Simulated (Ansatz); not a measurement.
# HfPbSO2 (built on the sites of a database entry of HfPbO3): a soft mode frozen in, part 2 of 3

Wanted: the energy along a soft mode of HfPbSO2 (built on the sites of a database entry of HfPbO3) and the structure at the end.

Ansatz 0.2.0; DFT PBEsol, scalar-relativistic, plane waves, PAW.

So far, highest frequency on the path or at a solved wavevector (cm⁻¹): step 2 (phonons on a q mesh) 811. Also lowest frequency on the path (cm⁻¹): step 2 -170.

The structure was built from a prototype and need not be the compound's stable phase.

### 3. The mode frozen in, largest atomic shift 0 Å

The mode followed lies at Γ with frequency 170.2i cm⁻¹, the softest among the wavevectors solved. At small amplitude the distorted cell has space group no. 115 by a symmetry search on the positions. The undistorted cell that holds it gives the zero of energy on the same k mesh.

File input.yaml:

```yaml
crystal:
  lattice:
    - [5.112178275, 0.0, 0.0]
    - [0.0, 4.0961772096, 0.0]
    - [0.0, 0.0, 4.0961772096]
  atoms:
    - { symbol: Hf, position: [0.5, 0.5, 0.5] }
    - { symbol: Pb, position: [0.0, 0.0, 0.0] }
    - { symbol: S, position: [0.0, 0.5, 0.5] }
    - { symbol: O, position: [0.5, 0.0, 0.5] }
    - { symbol: O, position: [0.5, 0.5, 0.0] }
kpoints:
  mp_grid: { grid: [6, 8, 8] }
hamiltonian:
  xc: pbesol
scf:
  occupations: { method: gaussian, width: 0.02 }
output:
  forces: true
  stress: true
  eigenvalues: true
```

On the command line:

```bash
$ ansatz run input.yaml --threads 8 --pin off --max-ram 14336MiB --backend cpu --events-out ev --progress --plain --runs-dir out
```

Numbers of over 12 decimals in the logs are rounded to 6 here.

Output:

```text
[...]
Crystal: 5 atoms, lattice volume = 85.776 Å³
Basis set: ecut = 420 eV, 1673 PW (Γ), exchange–correlation on 72×60×60 points (8 copies of the dense FFT grid, shifted against one another)
Bands: 35, of which v1, the nominal top of the filled ones, is band 29 counted from 1 (28 counted from 0)
Symmetry: 16 space group operations
[...]
k-points: 60 of 384
[...]
k-point 0: bands = [... 25 lower, 9.1767, 9.8798, 9.9152, 9.9152, 13.0211, 13.0211, 14.2505, 14.3141, ... 1 higher]
  k-point 1: bands = [... 25 lower, 9.0699, 9.5889, 9.7760, 9.7772, 13.0377, 13.3616, 14.2558, 14.6217, ... 1 higher]
  k-point 2: bands = [... 25 lower, 9.0655, 9.2669, 9.6099, 9.7098, 13.0784, 13.6851, 13.9847, 14.5438, ... 1 higher]
  k-point 59: bands = [... 25 lower, 6.6770, 9.2307, 9.2307, 10.5232, 14.3209, 16.2825, 16.2825, 16.7162, ... 1 higher]
[key lines of the parts left out:]
SCF converged after 8 iterations
Free energy (F): -29364.433056 eV
Fermi energy:    11.333053 eV
P = ⅓ Tr σ = -0.0006 GPa (-0.006 kbar)
```

Wall time 0.8 s (8 threads of AMD EPYC 9R45, shared host); peak memory 0.61 GiB.

Numbers from this step:

```yaml
pressure: -6.47e-4 GPa
energy_from_the_undistorted_cell: 0 meV/atom
```

At this level the gap is 1.33 eV on the k-mesh of the self-consistent run, which can miss the band edges.

### 4. The mode frozen in, largest atomic shift 0.22 Å

The atoms are moved along the unstable eigenvector, the largest shift by 0.22 Å, with the cell fixed.

input.yaml, the sections that differ from step 3:

```yaml
crystal:
  lattice:
    - [5.112178275, 0.0, 0.0]
    - [0.0, 4.0961772096, 0.0]
    - [0.0, 0.0, 4.0961772096]
  atoms:
    - { symbol: Hf, position: [0.5, 0.5, 0.5] }
    - { symbol: Pb, position: [0.0, 0.0, 0.0] }
    - { symbol: S, position: [0.0, 0.5, 0.5] }
    - { symbol: O, position: [0.543034493, 0.0, 0.5] }
    - { symbol: O, position: [0.456965507, 0.5, 0.0] }
# kpoints, hamiltonian, scf, output: as in step 3
```

Output:

```text
[...]
Crystal: 5 atoms, lattice volume = 85.776 Å³
Basis set: ecut = 420 eV, 1673 PW (Γ), exchange–correlation on 72×60×60 points (8 copies of the dense FFT grid, shifted against one another)
Bands: 35, of which v1, the nominal top of the filled ones, is band 29 counted from 1 (28 counted from 0)
Symmetry: 8 space group operations
[...]
k-points: 60 of 384 (time reversal used)
[...]
k-point 0: bands = [... 25 lower, 9.0555, 9.4466, 9.4466, 9.8944, 13.5052, 13.5052, 14.2273, 14.2887, ... 1 higher]
  k-point 1: bands = [... 25 lower, 9.0634, 9.3062, 9.4101, 9.8857, 13.4608, 13.5136, 14.3024, 14.5588, ... 1 higher]
  k-point 2: bands = [... 25 lower, 9.1406, 9.2454, 9.3061, 9.7317, 13.4447, 13.6137, 14.0504, 14.5546, ... 1 higher]
  k-point 59: bands = [... 25 lower, 6.8192, 9.3316, 9.3316, 10.3520, 14.4331, 15.7631, 15.7631, 16.7641, ... 1 higher]
[key lines of the parts left out:]
SCF converged after 8 iterations
Free energy (F): -29364.482057 eV
Fermi energy:    11.412602 eV
P = ⅓ Tr σ = -1.2850 GPa (-12.850 kbar)
```

Run time: 1.1 s. Hardware: 8 threads; peak memory 0.56 GiB.

Numbers from this step:

```yaml
pressure: -1.285 GPa
gap_on_the_k_mesh: 1.362 eV
energy_from_the_undistorted_cell: -9.8 meV/atom
```

The energy, extrapolated to zero smearing, is -9.80 meV/atom against the undistorted cell.

The run ends at a pressure of -1.28 GPa, with forces up to 0.095 eV/Å.

### 5. Energy along the mode, all amplitudes (two of the runs are shown above)

An imaginary frequency means negative curvature, so the energy should fall and then rise again as anharmonic terms take over.

Numbers from this step:

```yaml
depth_at_the_lowest_point_sampled: 9.8 meV/atom
largest_atomic_shift_at_that_point: 0.22 Å
```

Table of energy from the parent by largest atomic shift:

```
largest atomic shift (Å)  energy from the parent (meV/atom)
                   0.000                                  0
                   0.040                             -0.537
                   0.080                              -2.04
                   0.140                              -5.46
                   0.220                               -9.8
                   0.320                              -9.23
                   0.450                               12.1
```

Displacement at unit largest shift by atom:

```
atom  x (Å)  y (Å)  z (Å)  size
 Hf1   0.00   0.00   0.00  0.00
 Pb2   0.00   0.00   0.00  0.00
  S3   0.00   0.00   0.00  0.00
  O4   1.00   0.00   0.00  1.00
  O5  -1.00   0.00   0.00  1.00
```

The lowest of the steps tried is at 0.22 Å, 9.8 meV/atom below the parent; the bottom of the well need not coincide with a step.

### 6. Relaxation from the frozen mode

Starting from the lowest point found, all atoms and the cell are let go, so that strain and other modes of the same symmetry can join in.

input.yaml: that of step 4 with these lines changed.

```diff
@@ -16,3 +16,3 @@
 scf:
-  occupations: { method: gaussian, width: 0.02 }
+  occupations: { method: fixed }
 output:
@@ -21 +21,10 @@
   eigenvalues: true
+  write_density: true
+  write_potential: true
+  elf: true
+  volumetric_format: npy
+relax:
+  adjacent_minimum: "off"
+  f_tol: 0.002
+  max_steps: 120
+  cell: { stress_tol: 0.03 }
```

Output:

```text
[...]
Crystal: 5 atoms, lattice volume = 85.776 Å³
Basis set: ecut = 420 eV, 1673 PW (Γ), exchange–correlation on 72×60×60 points (8 copies of the dense FFT grid, shifted against one another)
Bands: 35, of which v1, the nominal top of the filled ones, is band 29 counted from 1 (28 counted from 0)
Symmetry: 8 space group operations
[...]
k-points: 60 of 384 (time reversal used)
[...]
SCF iter   1: F=—  HF=-29364.514676 eV  |F-HF|=—  |Δ(HF+E_count)|=         —  Δρ=1.22e-2  dr2=1.26e-1  ethr=1.77e-3  ⟨swp⟩=4.8  Hψ=7042  notcnv=0  defer=215
[...]
SCF iter   8: F=-29364.482057 eV  HF=-29364.482057 eV  |F-HF|=2.91e-8  |Δ(HF+E_count)|=   2.53e-7  Δρ=5.18e-6  dr2=3.07e-8  ethr=1.72e-10  ⟨swp⟩=12.4  Hψ=16874  notcnv=0
SCF 1 converged in 8 iterations: F = -29364.482057 eV  dr2 = 3.07e-8
[...]
relax step   1: F+E_penalty+E_count = -29364.48205703 eV  Δ(F+E_penalty+E_count) = +0.000e0 eV  max|allowed force component| = 9.470e-2 eV/Å  Δτ_max = 0.0000 Å  P = -1.285 GPa  Ω = 85.776 Å³  (8 SCF iters, dr2 threshold 1.00e-7 eV, accepted)
Crystal: 5 atoms, lattice volume = 84.828 Å³
Basis set: ecut = 420 eV, 1657 PW (Γ), exchange–correlation on 72×60×60 points (8 copies of the dense FFT grid, shifted against one another)
[...]
iter 1 solved again at ethr=7.69e-6 eV; its pass at ethr=3.10e-3 eV (dr2=4.46e-3 eV) is discarded
[...]
SCF iter   6: F=-29364.505882 eV  HF=-29364.505882 eV  |F-HF|=1.73e-8  |Δ(HF+E_count)|=   4.71e-6  Δρ=2.51e-5  dr2=4.68e-7  ethr=8.62e-10  ⟨swp⟩=14.0  Hψ=19920  notcnv=0
SCF 2 converged in 6 iterations: F = -29364.505882 eV  dr2 = 4.68e-7
relax step   2: F+E_penalty+E_count = -29364.50588182 eV  Δ(F+E_penalty+E_count) = -2.382e-2 eV  max|allowed force component| = 1.355e-1 eV/Å  Δτ_max = 0.0367 Å  P = +0.437 GPa  Ω = 84.828 Å³  energy of the carried Pulay correction = +1.950e-3 eV  (6 SCF iters, dr2 threshold 5.00e-7 eV, accepted)
Crystal: 5 atoms, lattice volume = 84.904 Å³
Basis set: ecut = 420 eV, 1641 PW (Γ), exchange–correlation on 72×60×60 points (8 copies of the dense FFT grid, shifted against one another)
[...]
SCF iter   7: F=-29364.517592 eV  HF=-29364.517592 eV  |F-HF|=4.55e-8  |Δ(HF+E_count)|=   3.83e-7  Δρ=1.36e-5  dr2=2.26e-7  ethr=8.62e-10  ⟨swp⟩=14.6  Hψ=20751  notcnv=0
SCF 3 converged in 7 iterations: F = -29364.517592 eV  dr2 = 2.26e-7
[...]
relax step   3: F+E_penalty+E_count = -29364.51759245 eV  Δ(F+E_penalty+E_count) = -1.171e-2 eV  max|allowed force component| = 4.351e-2 eV/Å  Δτ_max = 0.0910 Å  P = -0.137 GPa  Ω = 84.904 Å³  energy of the carried Pulay correction = +1.793e-3 eV  (7 SCF iters, dr2 threshold 5.00e-7 eV, accepted)
[...]
relax step   4: F+E_penalty+E_count = -29364.51837850 eV  Δ(F+E_penalty+E_count) = -7.861e-4 eV  max|allowed force component| = 1.501e-2 eV/Å  Δτ_max = 0.0223 Å  P = +0.005 GPa  Ω = 84.903 Å³  energy of the carried Pulay correction = +1.795e-3 eV  (7 SCF iters, dr2 threshold 1.44e-7 eV, accepted)
[...]
relax step   5: F+E_penalty+E_count = -29364.51857135 eV  Δ(F+E_penalty+E_count) = -1.928e-4 eV  max|allowed force component| = 3.088e-3 eV/Å  Δτ_max = 0.0059 Å  P = +0.021 GPa  Ω = 84.842 Å³  energy of the carried Pulay correction = +1.921e-3 eV  (6 SCF iters, dr2 threshold 1.41e-8 eV, accepted)
[...]
relax step   6: F+E_penalty+E_count = -29364.51852218 eV  Δ(F+E_penalty+E_count) = +4.917e-5 eV  max|allowed force component| = 1.196e-5 eV/Å  Δτ_max = 0.0006 Å  P = +0.001 GPa  Ω = 84.870 Å³  energy of the carried Pulay correction = +1.864e-3 eV  (4 SCF iters, dr2 threshold 1.19e-8 eV, accepted)
[...]
relax step   7: F+E_penalty+E_count = -29364.51726165 eV  Δ(F+E_penalty+E_count) = +1.261e-3 eV  max|allowed force component| = 5.151e-5 eV/Å  Δτ_max = 0.0000 Å  P = -0.025 GPa  Ω = 84.870 Å³  stress off target by 6.71e-2 GPa  SCF on the basis re-selected at this cell (its energy is not comparable with the rows above)  (8 SCF iters)
[...]
relax step   8: F+E_penalty+E_count = -29364.51730112 eV  Δ(F+E_penalty+E_count) = -3.947e-5 eV  max|allowed force component| = 5.309e-4 eV/Å  Δτ_max = 0.0014 Å  P = +0.008 GPa  Ω = 84.861 Å³  energy of the carried Pulay correction = +1.938e-5 eV  (6 SCF iters, dr2 threshold 1.13e-8 eV, accepted)
[...]
SCF iter   1: F=—  HF=-29364.517262 eV  |F-HF|=—  |Δ(HF+E_count)|=         —  Δρ=2.12e-5  dr2=1.10e-8  ethr=1.41e-7  ⟨swp⟩=3.6  Hψ=12840  notcnv=0  defer=230
eigensolver tolerance schedule: the retry pair's looser diagonalisation over-reported the residual by 7430.65 of it (diagonalisation noise at 0.51 of the residual, at the tolerance the schedule requests for it); recorded, not acted on — ethr = c·dr2/N_el stays at c = 1.0e-1
[...]
SCF iter   2: F=—  HF=-29364.517287 eV  |F-HF|=—  |Δ(HF+E_count)|=   2.49e-5  Δρ=1.07e-5  dr2=2.86e-9  ethr=1.90e-11  ⟨swp⟩=3.4  Hψ=5190  notcnv=0  defer=201
[...]
SCF iter   5: F=-29364.517288 eV  HF=-29364.517288 eV  |F-HF|=2.55e-11  |Δ(HF+E_count)|=    0.00e0  Δρ=1.66e-7  dr2=1.08e-11  ethr=1.00e-12  ⟨swp⟩=11.7  Hψ=12618  notcnv=0
SCF 9 converged in 5 iterations: F = -29364.517288 eV  dr2 = 1.08e-11
relax step   9: F+E_penalty+E_count = -29364.51728775 eV  Δ(F+E_penalty+E_count) = +1.337e-5 eV  max|allowed force component| = 5.309e-4 eV/Å  Δτ_max = 0.0000 Å  P = +0.007 GPa  Ω = 84.861 Å³  stress off target by 8.25e-3 GPa  SCF on the basis re-selected at this cell (its energy is not comparable with the rows above)  (5 SCF iters)
[...]
SCF converged after 5 iterations
Free energy (F): -29364.517288 eV
[...]
Internal energy: -29364.517288 eV  (E = F + TS)
E sigma→0 (E₀):  -29364.517288 eV
Fermi energy:    11.111264 eV
[...]
--- Forces (eV/Å), atoms counted from 1 ---
  atom   1  Hf     0.00000000     0.00000000     0.00000000
  atom   2  Pb    -0.00000000     0.00000000     0.00000000
  atom   3  S      0.00000000     0.00000000     0.00000000
  atom   4  O      0.00053086     0.00000000     0.00000000
  atom   5  O     -0.00053086     0.00000000     0.00000000
  max |Σ_I F_I| component: 5.55e-17 eV/Å
--- Stress (GPa, compression-positive) ---
        0.005893       0.000000       0.000000
        0.000000       0.008247       0.000000
        0.000000       0.000000       0.008247
  P = ⅓ Tr σ = 0.0075 GPa (0.075 kbar)
--- Band table (eV; the first three rows and the last of 60) ---
  k-point 0: bands = [... 25 lower, 9.0006, 9.3382, 9.3382, 10.0232, 14.2902, 14.3273, 14.3273, 14.4136, ... 2 higher]
  k-point 1: bands = [... 25 lower, 9.1396, 9.2246, 9.3754, 10.0735, 13.9466, 14.1580, 14.3342, 14.8577, ... 2 higher]
  k-point 2: bands = [... 25 lower, 9.2485, 9.3647, 9.4919, 9.9502, 13.7360, 14.1198, 14.2652, 14.7327, ... 2 higher]
  k-point 59: bands = [... 25 lower, 7.2199, 9.4128, 9.4128, 10.3584, 14.6865, 15.4598, 15.4598, 17.1944, ... 2 higher]
--- Relaxed structure (7 steps of the walk, 7 accepted, 2 SCFs on fresh bases) ---
  F+E_penalty+E_count = -29364.51728775 eV   max|allowed force component| = 5.309e-4 eV/Å   (the final SCF, on the basis selected at the relaxed cell)
  cell:  # Å, volume = 84.8609 Å³
    - [5.200692, 0, 0.0]
    - [0, 4.039459, 0.0]
    - [0.0, 0.0, 4.039459]
  atoms:
    - { symbol: Hf, position: [0.5, 0.500000, 0.500000] }
    - { symbol: Pb, position: [-5.429305106858565e-19, 0, 0.0] }
    - { symbol: S, position: [-5.429305106858567e-19, 0.500000, 0.500000] }
    - { symbol: O, position: [0.564964, 0, 0.500000] }
    - { symbol: O, position: [0.435036, 0.500000, 0.0] }
```

Run time: 10 s. Hardware: 8 threads; peak memory 0.62 GiB.

Relaxation path:

```
step  energy less that of the first step (eV)  largest force component (eV/Å)  pressure (GPa)  volume (Å³)
   1                                   0.0000                          0.0947           -1.28        85.78
   2                                  -0.0238                          0.1355            0.44        84.83
   3                                  -0.0355                          0.0435           -0.14        84.90
   4                                  -0.0363                          0.0150            0.01        84.90
   5                                  -0.0365                          0.0031            0.02        84.84
   6                                  -0.0365                          0.0000            0.00        84.87
  7*                                  -0.0352                          0.0001           -0.03        84.87
   8                                  -0.0352                          0.0005            0.01        84.86
  9*                                  -0.0352                          0.0005            0.01        84.86
```

Relaxation steps marked * repeat the geometry before them on a plane-wave basis chosen anew for their cell, so energy and pressure can jump there.

Forces are held to the 8 operations that the run works with; a distortion that breaks them can't arise in this run.

```
     cell as run  before  after  change
           a (Å)   5.112  5.201  +1.7 %
           b (Å)   4.096  4.039  -1.4 %
           c (Å)   4.096  4.039  -1.4 %
volume (Å³/atom)   17.16  16.97  -1.1 %
```

The atoms that moved most (Å, as changes of fractional coordinates times the final cell):

```
atom      dx     dy     dz  length
  O4   0.114  0.000  0.000   0.114
  O5  -0.114  0.000  0.000   0.114
```

Final coordinates:

```xyz
5
Lattice="5.2007 0.0000 0.0000 0.0000 4.0395 0.0000 0.0000 0.0000 4.0395" Properties=species:S:1:pos:R:3 pbc="T T T"
Hf    2.6003    2.0197    2.0197
Pb    0.0000    0.0000    0.0000
S     0.0000    2.0197    2.0197
O     2.9382    0.0000    2.0197
O     2.2625    2.0197    0.0000
```

Numbers from this step:

```
pressure          : 0.007462 GPa
gap on the k-mesh : 1.319 eV
volume per atom   : 16.97 Å³
```

Electrostatic potential energy in the ac plane at fractional y = 0.500, with atoms of Hf and S and O within 0.2 Å of it. With pseudopotentials it is smooth inside the atoms' cores, unlike the true potential.

Ten even steps from '0' (-30 eV) to '9' (15 eV), each cell a mean:
```
99997103899999
99999767899999
68998754679987
13787300158851
20586101037721
11686100047831
35898522368874
89999877789998
99999425999999
99996002899999
```
Columns run along a (5.2 Å; values clipped at the 3rd and 97th percentile), rows up along c (4.0 Å). Atoms in or near the plane, at fractional coordinates: Hf at (0.50, 0.50), S at (0.00, 0.50), O at (0.44, 0.00).

Valence density in the ac plane at fractional y = 0.500, with atoms of Hf and S and O within 0.2 Å of it. It is the smooth field of the valence electrons, not physical close to the nuclei.

Ten steps, logarithmic in the rise over the least value, from '0' (0 e/Å³) to '9' (27 e/Å³), each cell a mean:
```
00013565200000
10001333100000
22101234210112
33211478631123
13212699841232
23212689741233
32111356420123
11001232100011
00002454200000
00013665200000
```
Columns run along a (5.2 Å), rows up along c (4.0 Å). Atoms in or near the plane, at fractional coordinates: Hf at (0.50, 0.50), S at (0.00, 0.50), O at (0.44, 0.00).

ELF in the ac plane at fractional y = 0.500, with atoms of Hf and S and O within 0.2 Å of it. It is the smooth field of the valence electrons, not physical close to the nuclei.

Ten even steps from '_' (0.04) to '@' (0.86), each cell a mean:
```
______--%%%%##@@%%==________
++--....++%%##**--..__::==++
@@%%++....::----::__..**@@@@
##@@@@==..++%%@@%%--::%%@@%%
__##@@++::%%@@@@@@++::%%@@--
--%%@@++::##@@@@@@==::%%@@++
@@@@##--__::++##++....##@@@@
%%**--..::====--..____==##%%
::..__::##@@@@%%**::____::--
______==%%##++%%%%==________
```
Columns run along a (5.2 Å), rows up along c (4.0 Å). Atoms in or near the plane, at fractional coordinates: Hf at (0.50, 0.50), S at (0.00, 0.50), O at (0.44, 0.00).

The distorted start has space group P-4m2; the relaxation ends in P-4m2.

### 7. The new phase in its own primitive cell

The relaxed structure is symmetrised, reduced to its primitive cell and relaxed tightly, as its phonons need.

File input.yaml:

```yaml
crystal:
  lattice:
    - [4.0394586419, 0.0, 0.0]
    - [0.0, 4.0394586419, 0.0]
    - [0.0, 0.0, 5.2006915346]
  atoms:
    - { symbol: Hf, position: [0.5, 0.5, 0.5] }
    - { symbol: Pb, position: [0.0, 0.0, 0.0] }
    - { symbol: S, position: [0.5, 0.5, 0.0] }
    - { symbol: O, position: [0.5, 0.0, 0.5649636061] }
    - { symbol: O, position: [0.0, 0.5, 0.4350363939] }
kpoints:
  mp_grid: { grid: [6, 6, 6] }
hamiltonian:
  xc: pbesol
scf:
  occupations: { method: fixed }
output:
  forces: true
  stress: true
  eigenvalues: true
relax:
  adjacent_minimum: "off"
  f_tol: 0.001
  max_steps: 60
  cell: { stress_tol: 0.01 }
```

Output:

```text
[...]
Crystal: 5 atoms, lattice volume = 84.861 Å³
Basis set: ecut = 420 eV, 1641 PW (Γ), exchange–correlation on 60×60×72 points (8 copies of the dense FFT grid, shifted against one another)
Bands: 35, of which v1, the nominal top of the filled ones, is band 29 counted from 1 (28 counted from 0)
Symmetry: 8 space group operations
[...]
k-points: 40 of 216 (time reversal used)
[...]
--- Relaxed structure (3 steps of the walk, 3 accepted, 1 SCFs on fresh bases) ---
[...]
cell:  # Å, volume = 84.8744 Å³
    - [4.039804, 0.0, 0.0]
    - [0.0, 4.039804, 0.0]
    - [0.0, 0.0, 5.200633]
  atoms:
    - { symbol: Hf, position: [0.5, 0.5, 0.500000] }
    - { symbol: Pb, position: [0, 0.0, 0.0] }
    - { symbol: S, position: [0.5, 0.5, 0.0] }
    - { symbol: O, position: [0.5, 0.0, 0.564986] }
    - { symbol: O, position: [0, 0.5, 0.435014] }
[key lines of the parts left out:]
SCF converged after 6 iterations
Free energy (F): -29364.515404 eV
Fermi energy:    11.108555 eV
P = ⅓ Tr σ = 0.0006 GPa (0.006 kbar)
```

The job ended after 3 s (8 threads; peak memory 0.58 GiB).

Little changed from the start: no atom moved by 0.005 Å and no cell edge by 0.1 %.

This step gave:

```
pressure           : 5.92e-4 GPa
direct gap on mesh : 1.330 eV
```

The largest force component left is 0.042 meV/Å and the pressure is 0.001 GPa, within the tolerances set. The cell now holds 16.97 Å³/atom.

(Part 2 of 3 ends here.)

[Logs are printed without paths, hosts, clocks, repeated set-up lines and the standing remarks that a program may print on its own settings, such as how far it seeks lower states.]

[Hosts, paths, dates, database ids (printed as entryN), source tags and the programs' standing remarks are cut or masked in the printed files.]
